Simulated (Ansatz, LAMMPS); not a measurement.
# Glassy 85GeO2-15Li2O (mol %) (78 atoms) under strain

Aim: relax glassy 85GeO2-15Li2O (mol %) (78 atoms), then change its volume and shape to read moduli from the stress.

Method: Kohn-Sham DFT, PBE, PAW (set soft_2), plane waves, in Ansatz 0.2.0.

### 1. Starting point

The cell holds 78 atoms: 22 Ge, 8 Li and 48 O. Cell: a = 10.378 Å, b = 10.378 Å, c = 10.378 Å, α = 90.0°, β = 90.0°, γ = 90.0°. 78 atoms (22 Ge, 8 Li, 48 O) placed at random at 3.6 g/cm³, melted at 4000 K for 10 ps at fixed volume with the Morse and Coulomb pair potential with partial charges (Pedone, Malavasi, Menziani, Cormack and Segre, J. Phys. Chem. B 110, 11780 (2006)). Quenched from 4000 K to 300 K at 1000 K/ps and fixed volume, held 10 ps at zero pressure.

What the set-up can't give: The quench rate of 1000 K/ps is orders of magnitude faster than experiment, which tends to freeze in extra defects. The starting topology of bonds comes from the classical model, and needn't be the one that DFT or experiment would give. The Brillouin zone is sampled at Γ only.

### 2. Single point at the start

The forces at the start show how far the geometry lies from a minimum of this functional.

Contents of input.yaml:

```yaml
crystal:
  lattice:
    - [10.37842, 0.0, 0.0]
    - [0.0, 10.37842, 0.0]
    - [0.0, 0.0, 10.37842]
  atoms:
    - { symbol: Ge, position: [0.18055, 0.4879, 0.24393] }
    - { symbol: Ge, position: [0.37373, 0.38153, 0.89233] }
    - { symbol: Ge, position: [0.57586, 0.98953, 0.91242] }
    - { symbol: Ge, position: [0.31925, 0.96458, 0.7312] }
    - { symbol: Ge, position: [0.18667, 0.77159, 0.11143] }
    - { symbol: Ge, position: [0.05624, 0.15544, 0.73779] }
    - { symbol: Ge, position: [0.23586, 0.70603, 0.54084] }
    - { symbol: Ge, position: [0.5064, 0.20833, 0.13205] }
    - { symbol: Ge, position: [0.70754, 0.00409, 0.31904] }
    - { symbol: Ge, position: [0.46473, 0.8363, 0.40647] }
    - { symbol: Ge, position: [0.32229, 0.12402, 0.37638] }
    - { symbol: Ge, position: [0.51252, 0.49245, 0.28197] }
    - { symbol: Ge, position: [0.94177, 0.70521, 0.60697] }
    - { symbol: Ge, position: [0.51082, 0.75715, 0.09431] }
    - { symbol: Ge, position: [0.10153, 0.57308, 0.87314] }
    - { symbol: Ge, position: [0.64612, 0.61636, 0.54] }
    - { symbol: Ge, position: [0.60838, 0.59321, 0.86388] }
    - { symbol: Ge, position: [0.0036, 0.304, 0.03216] }
    - { symbol: Ge, position: [0.47243, 0.22388, 0.62366] }
    - { symbol: Ge, position: [0.78662, 0.99045, 0.64762] }
    - { symbol: Ge, position: [0.96584, 0.99044, 0.11941] }
    - { symbol: Ge, position: [0.04947, 0.28149, 0.4415] }
    - { symbol: Li, position: [0.81446, 0.80877, 0.90944] }
    - { symbol: Li, position: [0.74773, 0.28863, 0.23238] }
    - { symbol: Li, position: [0.21682, 0.20065, 0.1182] }
    - { symbol: Li, position: [0.83291, 0.51006, 0.02513] }
    - { symbol: Li, position: [0.70853, 0.28414, 0.94081] }
    - { symbol: Li, position: [0.05379, 0.79367, 0.33274] }
    - { symbol: Li, position: [0.77609, 0.26569, 0.5297] }
    - { symbol: Li, position: [0.22987, 0.39214, 0.65052] }
    - { symbol: O, position: [0.56202, 0.76319, 0.51786] }
    - { symbol: O, position: [0.08749, 0.88746, 0.16538] }
    - { symbol: O, position: [0.86034, 0.84492, 0.64554] }
    - { symbol: O, position: [0.3408, 0.72857, 0.41221] }
    - { symbol: O, position: [0.36487, 0.96828, 0.40738] }
    - { symbol: O, position: [0.0162, 0.62581, 0.73686] }
    - { symbol: O, position: [0.4182, 0.06734, 0.64702] }
    - { symbol: O, position: [0.34405, 0.80296, 0.13154] }
    - { symbol: O, position: [0.26816, 0.56484, 0.60334] }
    - { symbol: O, position: [0.67234, 0.97557, 0.77924] }
    - { symbol: O, position: [0.5821, 0.51987, 0.42801] }
    - { symbol: O, position: [0.55548, 0.36238, 0.19034] }
    - { symbol: O, position: [0.89726, 0.27637, 0.39173] }
    - { symbol: O, position: [0.41651, 0.96461, 0.86687] }
    - { symbol: O, position: [0.14192, 0.64413, 0.20275] }
    - { symbol: O, position: [0.23598, 0.46898, 0.87516] }
    - { symbol: O, position: [0.58818, 0.13269, 0.99761] }
    - { symbol: O, position: [0.52968, 0.44858, 0.90369] }
    - { symbol: O, position: [0.37774, 0.27721, 0.013] }
    - { symbol: O, position: [0.85555, 0.98135, 0.25152] }
    - { symbol: O, position: [0.60347, 0.88134, 0.03876] }
    - { symbol: O, position: [0.12628, 0.37795, 0.13598] }
    - { symbol: O, position: [0.34247, 0.49573, 0.25754] }
    - { symbol: O, position: [0.07474, 0.72952, 0.50401] }
    - { symbol: O, position: [0.27483, 0.82122, 0.64936] }
    - { symbol: O, position: [0.18553, 0.05555, 0.74226] }
    - { symbol: O, position: [0.71745, 0.01027, 0.48987] }
    - { symbol: O, position: [0.02336, 0.14345, 0.11058] }
    - { symbol: O, position: [0.15272, 0.71126, 0.95868] }
    - { symbol: O, position: [0.61451, 0.59017, 0.70292] }
    - { symbol: O, position: [0.11732, 0.4218, 0.37715] }
    - { symbol: O, position: [0.161, 0.16689, 0.39996] }
    - { symbol: O, position: [0.00045, 0.47728, 0.96627] }
    - { symbol: O, position: [0.63078, 0.24967, 0.64781] }
    - { symbol: O, position: [0.37001, 0.15468, 0.21954] }
    - { symbol: O, position: [0.8119, 0.62481, 0.53986] }
    - { symbol: O, position: [0.38074, 0.30934, 0.73606] }
    - { symbol: O, position: [0.91096, 0.08807, 0.68777] }
    - { symbol: O, position: [0.91223, 0.93781, 0.97782] }
    - { symbol: O, position: [0.0477, 0.23983, 0.8768] }
    - { symbol: O, position: [0.48923, 0.68101, 0.94091] }
    - { symbol: O, position: [0.5879, 0.8882, 0.2993] }
    - { symbol: O, position: [0.7487, 0.63604, 0.92965] }
    - { symbol: O, position: [0.07659, 0.27202, 0.61212] }
    - { symbol: O, position: [0.62661, 0.13725, 0.25594] }
    - { symbol: O, position: [0.40955, 0.23635, 0.46422] }
    - { symbol: O, position: [0.55213, 0.63777, 0.19846] }
    - { symbol: O, position: [0.84132, 0.31755, 0.06548] }
kpoints:
  mp_grid: { grid: [1, 1, 1] }
hamiltonian:
  xc: pbe
scf:
  occupations: { method: fixed }
output:
  forces: true
```

Launch:

```bash
$ ansatz run input.yaml --threads 4 --pin off --max-ram 8192MiB --backend cpu --events-out ev --progress --plain --runs-dir out
```

Numbers of over 12 decimals in the logs are rounded to 6 here.

Output:

```text
[...]
Pseudopotentials: kind: paw
Pseudopotential: Ge, paw, valence charge 14, recommended cutoff 420 eV (normal), Ge.paw.azcp
Pseudopotential: Li, paw, valence charge 3, recommended cutoff 420 eV (normal), Li.paw.azcp
Pseudopotential: O, paw, valence charge 6, recommended cutoff 420 eV (normal), O.paw.azcp
[... 5 lines on functional and potentials left out ...]
Crystal: 78 atoms, lattice volume = 1117.876 Å³
Basis set: ecut = 420 eV, 21879 PW (Γ), exchange–correlation on 144×144×144 points (8 copies of the dense FFT grid, shifted against one another)
Bands: 388, of which v1, the nominal top of the filled ones, is band 310 counted from 1 (309 counted from 0)
Symmetry: 1 space group operations
Space group: P1 (ITA 1), of the structure as read, at distance tolerance 1.0e-4 Å
k-points: 1
[... 7 lines on functional and potentials left out ...]
Initial density: superposition of atomic densities (neutral atoms: chi_scale 0, normalization atom), corrected by the library's trained network
Initial wavefunctions: pseudopotential atomic-orbital guess
[...]
SCF iter   1: F=—  HF=-123360.208287 eV  |F-HF|=—  |Δ(HF+E_count)|=         —  Δρ=2.92e-3  dr2=1.18e-1  ethr=1.77e-3  ⟨swp⟩=5.0  Hψ=1289  notcnv=0  defer=75
preconditioner: auto → Resta (q_TF=auto, 2.473 Å⁻¹)  ε∞=2.7  [insulator: Δε(μ)=1.301 eV  Ē_g=20.760 eV  n_scr=256 (ndim 8)  ℏωp=27.3 eV  f_vac=0.236  ε∞_Penn≈2.7]
[...]
SCF iter   8: F=—  HF=-123360.198031 eV  |F-HF|=—  |Δ(HF+E_count)|=   1.62e-6  Δρ=5.33e-6  dr2=2.94e-7  ethr=5.06e-10  ⟨swp⟩=2.0  Hψ=486  notcnv=0  defer=70
SCF iter   9: F=-123360.198031 eV  HF=-123360.198031 eV  |F-HF|=2.05e-8  |Δ(HF+E_count)|=   2.02e-7  Δρ=2.52e-6  dr2=6.30e-8  ethr=1.61e-11  ⟨swp⟩=4.0  Hψ=1153  notcnv=0
SCF 1 converged in 9 iterations: F = -123360.198031 eV  dr2 = 6.30e-8
[...]
SCF converged after 9 iterations
Free energy (F): -123360.198031 eV
Harris-Foulkes:  -123360.198031 eV  (|F-HF|=2.05e-8)
Internal energy: -123360.198031 eV  (E = F + TS)
E sigma→0 (E₀):  -123360.198031 eV
Fermi energy:    4.280352 eV
--- Per-component energies (eV) ---
[...]
Σ components = -123360.198031   (vs F -123360.198031, Δ=0.00e0)
--- Forces (eV/Å), atoms counted from 1 ---
  atom   1  Ge     0.25036448    -0.18474132    -0.27003570
  atom   2  Ge     2.05034006     1.25625842    -2.57809886
  atom   3  Ge    -1.22575513    -0.47561942    -0.25472128
  atom   4  Ge     1.21462059    -1.14912883    -1.50692430
[...]
atom  78  O     -2.03006069     0.68947145     0.11495690
  max |Σ_I F_I| component: 7.65e-5 eV/Å
```

Run time: 6.5 s. Hardware: 4 threads of Intel Xeon Platinum 8488C (Sapphire Rapids), shared host; peak memory 1.5 GiB.

Reading the cycles: dr2 is the Hartree energy of the density residual (eV), the measure of convergence; HF is the Harris–Foulkes estimate of the energy, which meets the free energy F at convergence.

The r.m.s. force at the start is 1.3 eV/Å.

### 3. Cell and atoms relaxed

Cell and atoms are freed together, to release stress as well as forces.

Contents of input.yaml:

```yaml
crystal:
  lattice:
    - [10.37842, 0.0, 0.0]
    - [0.0, 10.37842, 0.0]
    - [0.0, 0.0, 10.37842]
  atoms:
    [... the 78 atom lines of step 2 ...]
kpoints:
  mp_grid: { grid: [1, 1, 1] }
hamiltonian:
  xc: pbe
scf:
  occupations: { method: fixed }
output:
  forces: true
relax:
  f_tol: 0.05
  max_steps: 150
  cell: {}
```

Output:

```text
[...]
Crystal: 78 atoms, lattice volume = 1117.876 Å³
Basis set: ecut = 420 eV, 21879 PW (Γ), exchange–correlation on 144×144×144 points (8 copies of the dense FFT grid, shifted against one another)
Bands: 388, of which v1, the nominal top of the filled ones, is band 310 counted from 1 (309 counted from 0)
Symmetry: 1 space group operations
[...]
k-points: 1
[...]
SCF iter   1: F=—  HF=-123360.208287 eV  |F-HF|=—  |Δ(HF+E_count)|=         —  Δρ=2.92e-3  dr2=1.18e-1  ethr=1.77e-3  ⟨swp⟩=5.0  Hψ=1289  notcnv=0  defer=75
[...]
SCF iter   9: F=-123360.198031 eV  HF=-123360.198031 eV  |F-HF|=2.05e-8  |Δ(HF+E_count)|=   2.02e-7  Δρ=2.52e-6  dr2=6.31e-8  ethr=1.61e-11  ⟨swp⟩=4.0  Hψ=1153  notcnv=0
SCF 1 converged in 9 iterations: F = -123360.198031 eV  dr2 = 6.31e-8
[...]
relax step   1: F+E_penalty+E_count = -123360.19803147 eV  Δ(F+E_penalty+E_count) = +0.000e0 eV  max|allowed force component| = 3.303e0 eV/Å  Δτ_max = 0.0000 Å  P = +6.685 GPa  Ω = 1117.876 Å³  (9 SCF iters, dr2 threshold 1.00e-7 eV, accepted)
[... from here on, the SCF cycles and remarks between the steps are left out ...]
relax step   2: F+E_penalty+E_count = -123366.41700260 eV  Δ(F+E_penalty+E_count) = -6.219e0 eV  max|allowed force component| = 2.103e0 eV/Å  Δτ_max = 0.1903 Å  P = +2.799 GPa  Ω = 1120.410 Å³  energy of the carried Pulay correction = -8.413e-3 eV  (8 SCF iters, dr2 threshold 7.80e-6 eV, accepted)
relax step   3: F+E_penalty+E_count = -123369.55954768 eV  Δ(F+E_penalty+E_count) = -3.143e0 eV  max|allowed force component| = 7.176e-1 eV/Å  Δτ_max = 0.1989 Å  P = -0.172 GPa  Ω = 1108.355 Å³  energy of the carried Pulay correction = +3.178e-2 eV  (8 SCF iters, dr2 threshold 7.80e-6 eV, accepted)
relax step   4: F+E_penalty+E_count = -123370.42278067 eV  Δ(F+E_penalty+E_count) = -8.632e-1 eV  max|allowed force component| = 6.416e-1 eV/Å  Δτ_max = 0.2000 Å  P = -0.031 GPa  Ω = 1093.794 Å³  energy of the carried Pulay correction = +8.091e-2 eV  (8 SCF iters, dr2 threshold 7.80e-6 eV, accepted)
relax step   5: F+E_penalty+E_count = -123370.79492631 eV  Δ(F+E_penalty+E_count) = -3.721e-1 eV  max|allowed force component| = 3.475e-1 eV/Å  Δτ_max = 0.1939 Å  P = -0.497 GPa  Ω = 1084.872 Å³  energy of the carried Pulay correction = +1.113e-1 eV  (8 SCF iters, dr2 threshold 7.80e-6 eV, accepted)
relax step   6: F+E_penalty+E_count = -123370.97680069 eV  Δ(F+E_penalty+E_count) = -1.819e-1 eV  max|allowed force component| = 1.785e-1 eV/Å  Δτ_max = 0.2000 Å  P = -0.076 GPa  Ω = 1084.226 Å³  energy of the carried Pulay correction = +1.136e-1 eV  (8 SCF iters, dr2 threshold 7.55e-6 eV, accepted)
relax step   7: F+E_penalty+E_count = -123371.09751832 eV  Δ(F+E_penalty+E_count) = -1.207e-1 eV  max|allowed force component| = 3.924e-1 eV/Å  Δτ_max = 0.2000 Å  P = -0.001 GPa  Ω = 1083.539 Å³  energy of the carried Pulay correction = +1.159e-1 eV  (8 SCF iters, dr2 threshold 1.99e-6 eV, accepted)
relax step   8: F+E_penalty+E_count = -123371.14594013 eV  Δ(F+E_penalty+E_count) = -4.842e-2 eV  max|allowed force component| = 2.096e-1 eV/Å  Δτ_max = 0.0657 Å  P = +0.029 GPa  Ω = 1083.666 Å³  energy of the carried Pulay correction = +1.155e-1 eV  (7 SCF iters, dr2 threshold 7.80e-6 eV, accepted)
relax step   9: F+E_penalty+E_count = -123371.17910674 eV  Δ(F+E_penalty+E_count) = -3.317e-2 eV  max|allowed force component| = 2.138e-1 eV/Å  Δτ_max = 0.0990 Å  P = -0.043 GPa  Ω = 1084.037 Å³  energy of the carried Pulay correction = +1.142e-1 eV  (8 SCF iters, dr2 threshold 2.74e-6 eV, accepted)
relax step  10: F+E_penalty+E_count = -123371.21276309 eV  Δ(F+E_penalty+E_count) = -3.366e-2 eV  max|allowed force component| = 1.881e-1 eV/Å  Δτ_max = 0.1523 Å  P = -0.101 GPa  Ω = 1083.309 Å³  energy of the carried Pulay correction = +1.167e-1 eV  (8 SCF iters, dr2 threshold 2.86e-6 eV, accepted)
relax step  11: F+E_penalty+E_count = -123371.24323035 eV  Δ(F+E_penalty+E_count) = -3.047e-2 eV  max|allowed force component| = 1.270e-1 eV/Å  Δτ_max = 0.0711 Å  P = +0.036 GPa  Ω = 1082.237 Å³  energy of the carried Pulay correction = +1.204e-1 eV  (7 SCF iters, dr2 threshold 2.21e-6 eV, accepted)
relax step  12: F+E_penalty+E_count = -123371.26322607 eV  Δ(F+E_penalty+E_count) = -2.000e-2 eV  max|allowed force component| = 1.125e-1 eV/Å  Δτ_max = 0.0648 Å  P = -0.060 GPa  Ω = 1083.047 Å³  energy of the carried Pulay correction = +1.176e-1 eV  (8 SCF iters, dr2 threshold 1.01e-6 eV, accepted)
relax step  13: F+E_penalty+E_count = -123371.27194808 eV  Δ(F+E_penalty+E_count) = -8.722e-3 eV  max|allowed force component| = 1.653e-1 eV/Å  Δτ_max = 0.2000 Å  P = -0.059 GPa  Ω = 1083.723 Å³  energy of the carried Pulay correction = +1.153e-1 eV  (9 SCF iters, dr2 threshold 7.91e-7 eV, accepted)
relax step  14: F+E_penalty+E_count = -123371.30303939 eV  Δ(F+E_penalty+E_count) = -3.109e-2 eV  max|allowed force component| = 9.697e-2 eV/Å  Δτ_max = 0.0667 Å  P = +0.069 GPa  Ω = 1082.981 Å³  energy of the carried Pulay correction = +1.178e-1 eV  (7 SCF iters, dr2 threshold 1.71e-6 eV, accepted)
[...]
relax step  20: F+E_penalty+E_count = -123371.45785092 eV  Δ(F+E_penalty+E_count) = -4.090e-2 eV  max|allowed force component| = 2.651e-1 eV/Å  Δτ_max = 0.0958 Å  P = -0.195 GPa  Ω = 1078.171 Å³  energy of the carried Pulay correction = +1.344e-1 eV  (8 SCF iters, dr2 threshold 2.70e-6 eV, accepted)
relax step  21: F+E_penalty+E_count = -123371.53933261 eV  Δ(F+E_penalty+E_count) = -8.148e-2 eV  max|allowed force component| = 3.026e-1 eV/Å  Δτ_max = 0.1934 Å  P = -0.015 GPa  Ω = 1073.119 Å³  energy of the carried Pulay correction = +1.518e-1 eV  (8 SCF iters, dr2 threshold 4.39e-6 eV, accepted)
relax step  22: F+E_penalty+E_count = -123371.61029813 eV  Δ(F+E_penalty+E_count) = -7.097e-2 eV  max|allowed force component| = 3.116e-1 eV/Å  Δτ_max = 0.1939 Å  P = -0.191 GPa  Ω = 1070.033 Å³  energy of the carried Pulay correction = +1.625e-1 eV  (8 SCF iters, dr2 threshold 5.72e-6 eV, accepted)
relax step  23: F+E_penalty+E_count = -123371.70026198 eV  Δ(F+E_penalty+E_count) = -8.996e-2 eV  max|allowed force component| = 2.109e-1 eV/Å  Δτ_max = 0.2000 Å  P = -0.046 GPa  Ω = 1066.987 Å³  energy of the carried Pulay correction = +1.731e-1 eV  (8 SCF iters, dr2 threshold 6.07e-6 eV, accepted)
relax step  24: F+E_penalty+E_count = -123371.66941143 eV  Δ(F+E_penalty+E_count) = +3.085e-2 eV  max|allowed force component| = 5.982e-1 eV/Å  Δτ_max = 0.1172 Å  P = +0.177 GPa  Ω = 1070.243 Å³  energy of the carried Pulay correction = +1.618e-1 eV  (8 SCF iters, dr2 threshold 2.78e-6 eV, rejected (line search))
relax step  25: F+E_penalty+E_count = -123371.72966470 eV  Δ(F+E_penalty+E_count) = -2.940e-2 eV  max|allowed force component| = 2.626e-1 eV/Å  Δτ_max = 0.0567 Å  P = -0.053 GPa  Ω = 1069.218 Å³  energy of the carried Pulay correction = +1.653e-1 eV  (12 SCF iters, accepted)
relax step  26: F+E_penalty+E_count = -123371.74271041 eV  Δ(F+E_penalty+E_count) = -1.305e-2 eV  max|allowed force component| = 9.279e-2 eV/Å  Δτ_max = 0.1000 Å  P = -0.015 GPa  Ω = 1070.453 Å³  energy of the carried Pulay correction = +1.610e-1 eV  (7 SCF iters, dr2 threshold 4.31e-6 eV, accepted)
relax step  27: F+E_penalty+E_count = -123371.75609300 eV  Δ(F+E_penalty+E_count) = -1.338e-2 eV  max|allowed force component| = 9.540e-2 eV/Å  Δτ_max = 0.0338 Å  P = +0.064 GPa  Ω = 1069.095 Å³  energy of the carried Pulay correction = +1.658e-1 eV  (8 SCF iters, dr2 threshold 5.38e-7 eV, accepted)
relax step  28: F+E_penalty+E_count = -123371.75816196 eV  Δ(F+E_penalty+E_count) = -2.069e-3 eV  max|allowed force component| = 4.804e-2 eV/Å  Δτ_max = 0.0193 Å  P = -0.011 GPa  Ω = 1069.947 Å³  energy of the carried Pulay correction = +1.628e-1 eV  (6 SCF iters, dr2 threshold 5.69e-7 eV, accepted)
relax step  29: F+E_penalty+E_count = -123371.74005578 eV  Δ(F+E_penalty+E_count) = +1.811e-2 eV  max|allowed force component| = 4.783e-2 eV/Å  Δτ_max = 0.0000 Å  P = -0.063 GPa  Ω = 1069.947 Å³  stress off target by 3.65e-1 GPa  SCF on the basis re-selected at this cell (its energy is not comparable with the rows above)  (9 SCF iters)
relax step  30: F+E_penalty+E_count = -123371.75309203 eV  Δ(F+E_penalty+E_count) = -1.304e-2 eV  max|allowed force component| = 4.726e-2 eV/Å  Δτ_max = 0.0249 Å  P = -0.003 GPa  Ω = 1069.176 Å³  energy of the carried Pulay correction = +2.111e-3 eV  (8 SCF iters, dr2 threshold 3.33e-7 eV, accepted)
relax step  31: F+E_penalty+E_count = -123371.75470182 eV  Δ(F+E_penalty+E_count) = -1.610e-3 eV  max|allowed force component| = 4.720e-2 eV/Å  Δτ_max = 0.0000 Å  P = -0.004 GPa  Ω = 1069.176 Å³  stress off target by 2.72e-2 GPa  SCF on the basis re-selected at this cell (its energy is not comparable with the rows above)  (7 SCF iters)
basis re-selected at this cell: Δ(F+E_penalty+E_count) = -1.610e-3 eV, ΔP = -0.002 GPa vs the last step (what re-selecting the basis moved, of the pressure what is left beyond the Pulay correction that the steps carried, after the strain that the cell walked since its last selection, [...]
SCF converged after 7 iterations
Free energy (F): -123371.754702 eV
[...]
Internal energy: -123371.754702 eV  (E = F + TS)
E sigma→0 (E₀):  -123371.754702 eV
Fermi energy:    4.113926 eV
[...]
--- Forces (eV/Å), atoms counted from 1 ---
  atom   1  Ge    -0.00819480    -0.01782158     0.01745635
  atom   2  Ge    -0.02179329     0.02709796     0.00856338
  atom   3  Ge     0.00218612     0.01469337    -0.01883975
  atom   4  Ge    -0.01494085     0.00626736    -0.02827182
  atom   5  Ge    -0.00018424     0.00419661     0.00499544
  atom   6  Ge    -0.00563229    -0.00341712    -0.00843473
  atom   7  Ge    -0.00756011     0.00598000    -0.00072122
  atom   8  Ge    -0.01487314    -0.02417162     0.02711014
  atom   9  Ge    -0.01037958    -0.02015817    -0.00117426
  atom  10  Ge     0.03149472     0.02813981    -0.01042218
  atom  11  Ge     0.00383156     0.00687961     0.00741637
  atom  12  Ge     0.03781098    -0.00540452     0.00691528
  atom  13  Ge     0.00462843     0.02818830    -0.00607743
  atom  14  Ge     0.02994320    -0.00030703     0.00062550
[...]
atom  77  O      0.00968973    -0.00401355     0.00085136
  atom  78  O      0.00955711    -0.00532972    -0.00079932
  max |Σ_I F_I| component: 9.42e-6 eV/Å
--- Stress (GPa, compression-positive) ---
       -0.012416      -0.001519      -0.000028
       -0.001519       0.025506       0.006421
       -0.000028       0.006421      -0.026465
  P = ⅓ Tr σ = -0.0045 GPa (-0.045 kbar)
--- Relaxed structure (29 steps of the walk, 28 accepted, 2 SCFs on fresh bases) ---
  F+E_penalty+E_count = -123371.75470182 eV   max|allowed force component| = 4.720e-2 eV/Å   (the final SCF, on the basis selected at the relaxed cell)
  cell:  # Å, volume = 1069.1758 Å³
    - [9.781852, 0.136328, -0.356804]
    - [0.136328, 10.771407, 0.179684]
    - [-0.356804, 0.179684, 10.165390]
  atoms:
    - { symbol: Ge, position: [0.168625, 0.462266, 0.249518] }
    - { symbol: Ge, position: [0.381158, 0.393702, 0.891471] }
    - { symbol: Ge, position: [0.610443, 0.976752, 0.939837] }
    - { symbol: Ge, position: [0.318759, 0.982583, 0.760048] }
[...]
- { symbol: O, position: [0.815967, 0.310354, 0.048013] }
```

Wall time 3.1 min (4 threads); peak memory 1.5 GiB.

The relaxation converged after 29 steps, with a largest force component of 0.047 eV/Å.

(Continued in part 2 of 3.)

[Logs are printed without paths, hosts, clocks, repeated set-up lines and the standing remarks that a program may print on its own settings, such as how far it seeks lower states.]

[Hosts, paths, dates, database ids (printed as entryN), source tags and the programs' standing remarks are cut or masked in the printed files.]
